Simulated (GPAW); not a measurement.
## S/Ag(111): work function by functional and basis

Wanted: work functions and dipole of S/Ag(111), with the cost of each level.

Method: GPAW, PAW setups; slab in vacuum, relaxation, in the first sound run; inputs show where later runs differ, in GPAW 26.7.0.

Most raw output is cut from this account.

### 1. The starting structure

The cell holds 5 atoms: 4 Ag and 1 S. Its edges and angles: a = 2.892 Å, b = 2.892 Å, c = 25.110 Å, α = 90.0°, β = 90.0°, γ = 60.0°. Vacuum lies along c.

### 2. Relaxation

The atoms are relaxed first, since the surface dipole, and with it the work function, follows the positions of the outer layers. The lowest 2 atoms are held at bulk positions and keep their forces.

The input, run.py:

```python
import json
import numpy as np
from ase import Atoms
from ase.constraints import FixAtoms
from ase.optimize import BFGS
from gpaw import GPAW, PW

slab = Atoms(
    ['Ag', 'Ag', 'Ag', 'Ag', 'S'],
    positions=[
        [0.00000, 0.00000, 8.00000],
        [1.44603, 0.83487, 10.36136],
        [2.89207, 1.66974, 12.72273],
        [0.00000, 0.00000, 15.08409],
        [1.44603, 0.83487, 17.10958]],
    cell=[[2.89207, 0.0, 0.0], [1.44603, 2.5046, 0.0], [0.0, 0.0, 25.10958]],
    pbc=[True, True, False])

slab.calc = GPAW(mode=PW(400), xc='PBE', kpts={'size': (12, 12, 1), 'gamma': True},
                 occupations={'name': 'fermi-dirac', 'width': 0.1}, nbands='160%',
                 convergence={'density': 1e-05}, maxiter=200,
                 poissonsolver={'dipolelayer': 'xy'},
                 symmetry={'tolerance': 1e-3, 'extra_ids': [1, 1, 0, 0, 0]}, txt='slab.txt')
result = {}
slab.set_constraint(FixAtoms([0, 1]))
path = []
opt = BFGS(slab, maxstep=0.2)
opt.attach(lambda: path.append((slab.get_potential_energy(), slab.positions.tolist(), slab.get_forces().tolist())))
result['relaxed'] = bool(opt.run(fmax=0.03, steps=40))
result['path'] = path
energy = slab.get_potential_energy()
fermi = slab.calc.get_fermi_level()
v = slab.calc.get_electrostatic_potential().mean((0, 1)) - fermi
n = slab.calc.get_pseudo_density().mean((0, 1))
L = slab.cell[2, 2]
z = np.arange(len(v)) * L / len(v)
low, high = slab.positions[:, 2].min(), slab.positions[:, 2].max()
below, above = np.interp([low - 5.8, high + 5.8], z, v)
slopes = [np.interp(x, z, np.gradient(v, z)) for x in (low - 5.8, high + 5.8)]
eps = np.array([[slab.calc.get_eigenvalues(k, s) for k in range(len(slab.calc.get_ibz_k_points()))]
                for s in range(slab.calc.get_number_of_spins())]) - fermi
top, bottom = eps[eps < 0].max(), eps[eps > 0].min()
dipole = slab.get_dipole_moment()[2]
print(f'energy {energy:.4f} eV, Fermi level {fermi:.4f} eV, dipole {dipole:.5f} e A')
print(f'potential 5.8 A off the faces, from the Fermi level: lower {below:.4f} eV, upper {above:.4f} eV')
print(f'slope of the potential there: lower {slopes[0]:.5f}, upper {slopes[1]:.5f} eV/A')
print(f'nearest levels on the mesh: {top:.4f} and {bottom:.4f} eV')
print('magnetic moment', round(slab.get_magnetic_moment(), 3))
result.update(energy=energy, fermi=fermi, dipole=dipole, below=below, above=above, slopes=slopes, edges=[top, bottom],
              z=z.tolist(), v=v.tolist(), n=n.tolist(), positions=slab.positions.tolist(),
              forces=slab.get_forces(apply_constraint=False).tolist(), moments=slab.get_magnetic_moments().tolist())
json.dump(result, open('result.json', 'w'))
```

On the command line:

```bash
OMP_NUM_THREADS=1 OPENBLAS_NUM_THREADS=1 python run.py
```

Run time: 19 min. Hardware: 1 thread of Arm Neoverse V2, shared host; peak memory 0.24 GiB.

Relaxation path:

```
step  energy less that of the first step (eV)  largest force (eV/Å)
   1                                   0.0000                0.5273
   2                                  -0.0053                0.4763
   3                                  -0.0257                0.1565
   4                                  -0.0271                0.1738
   5                                  -0.0288                0.2063
   6                                  -0.0307                0.1946
   7                                  -0.0325                0.1386
   8                                  -0.0336                0.1636
   9                                  -0.0345                0.1910
  10                                  -0.0357                0.1937
  11                                  -0.0379                0.1678
  12                                  -0.0409                0.1216
  13                                  -0.0429                0.0763
  14                                  -0.0435                0.0213
```

The atoms that moved most (Å):

```
atom     dx     dy     dz  length
  S5  0.000  0.000  0.250   0.250
 Ag4  0.000  0.000  0.104   0.104
 Ag3  0.000  0.000  0.054   0.054
```

Final coordinates:

```
Ag S
1.0
     2.89207    0.00000    0.00000
     1.44603    2.50460    0.00000
     0.00000    0.00000   25.10958
Ag S
4 1
Cartesian
  0.0000 0.0000 8.0000
  1.4460 0.8349 10.3614
  2.8921 1.6697 12.7768
  0.0000 0.0000 15.1886
  1.4460 0.8349 17.3595
```

This step gave:

```yaml
dipole_along_the_normal: -0.04779 e·Å
levels_nearest_the_fermi_level_on_the_mesh: -0.04333, 0.01593 eV from the Fermi level
upper_work_function: 5.673 eV
lower_work_function: 4.476 eV
```

The electrostatic potential energy of an electron (without an applied field's), less the Fermi level, planar mean oscillates, so the rows of the table below give means over windows of 2.41 Å about each position, cut where the curve ends. Its maxima inside the range that stand out by 2 % of the span (Å: eV): 9.2: 0.769, 11.6: 1.05, 14.0: 1.10, 16.3: 0.524. Its minima: 8.0: -20.5, 10.4: -20.8, 12.8: -20.7, 15.2: -20.8, 17.4: -23.7.

Electrostatic potential energy of an electron (without an applied field's), less the Fermi level, planar mean against z; means over each step:

```
z (Å)  electrostatic potential energy of an electron (without an applied field's), less the Fermi level, planar mean (eV)
 1.21                                                                                                                4.52
 3.62                                                                                                                4.47
 6.03                                                                                                                3.44
 8.44                                                                                                               -7.99
10.85                                                                                                               -7.97
13.26                                                                                                               -7.90
15.67                                                                                                               -8.47
18.08                                                                                                               -4.98
20.48                                                                                                                5.66
22.90                                                                                                                5.67
```

The pseudo valence density, planar mean oscillates, so the rows of the table below give means over windows of 2.41 Å about each position, cut where the curve ends. Its maxima inside the range that stand out by 2 % of the span (Å: e/Å³): 8.0: 2.54, 10.5: 2.44, 12.8: 2.57, 15.3: 2.48, 16.9: 0.483, 17.6: 0.479. Its minima: 9.2: 0.191, 11.5: 0.181, 14.0: 0.182, 16.3: 0.244, 17.4: 0.420.

Pseudo valence density, planar mean against z; means over each step:

z (Å), pseudo valence density, planar mean (e/Å³) and a bar:
```
     3.62       0.00 
     6.03       0.05 #
     8.44       0.98 #############################
    10.85       0.97 #############################
    13.26       0.97 #############################
    15.67       1.00 ##############################
    18.08       0.27 ########
    20.48       0.00 
    22.90       0.00
```

The relaxation lowered the energy of the cell by 0.0435 eV (energies extrapolated to zero smearing; the optimiser's log prints free energies). The largest force left on a free atom is 0.021 eV/Å.

### 3. Plane waves, PBE

With the geometry fixed, the planar mean of the potential gives the vacuum level on each side.

This step: GPAW, PAW setups; slab in vacuum (GPAW 26.7.0).

Edit run.py of step 2 so:

```diff
@@ -3,4 +3,2 @@
 from ase import Atoms
-from ase.constraints import FixAtoms
-from ase.optimize import BFGS
 from gpaw import GPAW, PW
@@ -12,5 +10,5 @@
         [1.44603, 0.83487, 10.36136],
-        [2.89207, 1.66974, 12.72273],
-        [0.00000, 0.00000, 15.08409],
-        [1.44603, 0.83487, 17.10958]],
+        [2.89207, 1.66974, 12.77683],
+        [-0.00000, -0.00000, 15.18858],
+        [1.44603, 0.83487, 17.35952]],
     cell=[[2.89207, 0.0, 0.0], [1.44603, 2.5046, 0.0], [0.0, 0.0, 25.10958]],
@@ -22,10 +20,4 @@
                  poissonsolver={'dipolelayer': 'xy'},
-                 symmetry={'tolerance': 1e-3, 'extra_ids': [1, 1, 0, 0, 0]}, txt='slab.txt')
+                 symmetry={'tolerance': 1e-3}, txt='slab.txt')
 result = {}
-slab.set_constraint(FixAtoms([0, 1]))
-path = []
-opt = BFGS(slab, maxstep=0.2)
-opt.attach(lambda: path.append((slab.get_potential_energy(), slab.positions.tolist(), slab.get_forces().tolist())))
-result['relaxed'] = bool(opt.run(fmax=0.03, steps=40))
-result['path'] = path
 energy = slab.get_potential_energy()
```

Elapsed: 2.5 min, on 1 thread; peak memory 0.24 GiB.

This step gave:

```yaml
dipole_along_the_normal: -0.04786 e·Å
levels_nearest_the_fermi_level_on_the_mesh: -0.04340, 0.01576 eV from the Fermi level
upper_work_function: 5.674 eV
```

The electrostatic potential energy of an electron (without an applied field's), less the Fermi level, planar mean by z:

```
z (Å)  electrostatic potential energy of an electron (without an applied field's), less the Fermi level, planar mean (eV)
  0.0                                                                                                                5.07
  0.5                                                                                                                4.48
  1.0                                                                                                                4.48
  1.5                                                                                                                4.48
  2.0                                                                                                                4.48
  2.5                                                                                                                4.48
  3.0                                                                                                                4.48
  3.5                                                                                                                4.48
  4.0                                                                                                                4.47
  4.5                                                                                                                4.47
  5.0                                                                                                                4.45
  5.5                                                                                                                4.40
  6.0                                                                                                                4.21
  6.5                                                                                                                3.52
  7.0                                                                                                               0.936
  7.5                                                                                                               -8.92
  8.0                                                                                                               -20.4
  8.5                                                                                                               -8.91
  9.0                                                                                                               0.260
  9.5                                                                                                               -1.21
 10.0                                                                                                               -13.5
 10.5                                                                                                               -19.4
 11.0                                                                                                               -5.19
 11.5                                                                                                               0.989
 12.0                                                                                                               -2.32
 12.5                                                                                                               -16.0
 13.0                                                                                                               -17.5
 13.5                                                                                                               -3.21
 14.0                                                                                                                1.09
 14.5                                                                                                               -4.05
 15.0                                                                                                               -18.4
 15.5                                                                                                               -15.2
 16.0                                                                                                               -1.90
 16.5                                                                                                              -0.214
 17.0                                                                                                               -12.3
 17.5                                                                                                               -20.9
 18.0                                                                                                               -2.31
 18.5                                                                                                                4.00
 19.0                                                                                                                5.34
 19.5                                                                                                                5.61
 20.0                                                                                                                5.66
 20.5                                                                                                                5.67
 21.0                                                                                                                5.67
 21.5                                                                                                                5.67
 22.0                                                                                                                5.67
 22.5                                                                                                                5.67
 23.0                                                                                                                5.67
 23.5                                                                                                                5.67
 24.0                                                                                                                5.67
 24.5                                                                                                                5.67
 25.0                                                                                                                5.27
```

Pseudo valence density, planar mean against z:

```
z (Å)  pseudo valence density, planar mean (e/Å³)
  4.5                                      2.3e-4
  5.0                                      7.6e-4
  5.5                                     0.00270
  6.0                                     0.00969
  6.5                                      0.0359
  7.0                                       0.168
  7.5                                       0.885
  8.0                                        2.48
  8.5                                       0.922
  9.0                                       0.224
  9.5                                       0.307
 10.0                                        1.41
 10.5                                        2.29
 11.0                                       0.583
 11.5                                       0.184
 12.0                                       0.381
 12.5                                        1.77
 13.0                                        2.00
 13.5                                       0.447
 14.0                                       0.184
 14.5                                       0.495
 15.0                                        2.11
 15.5                                        1.61
 16.0                                       0.360
 16.5                                       0.289
 17.0                                       0.481
 17.5                                       0.457
 18.0                                       0.348
 18.5                                      0.0981
 19.0                                      0.0198
 19.5                                     0.00387
 20.0                                      8.0e-4
 20.5                                      1.6e-4
```

Force by atom:

```
atom  x (eV/Å)  y (eV/Å)  z (eV/Å)   size
 Ag1     0.000     0.000    -0.137  0.137
 Ag2     0.000     0.000     0.145  0.145
 Ag3     0.000     0.000     0.002  0.002
 Ag4     0.000     0.000    -0.021  0.021
  S5     0.000     0.000     0.011  0.011
```

The potential is flat to 2.4e-4 eV/Å where it is read, so the vacuum is wide enough.

(Part 1 of 2 ends here.)

[Logs are printed without paths, hosts, clocks, repeated set-up lines and the standing remarks that a program may print on its own settings, such as how far it seeks lower states.]

[Hosts, paths, dates, database ids (printed as entryN), source tags and the programs' standing remarks are cut or masked in the printed files.]
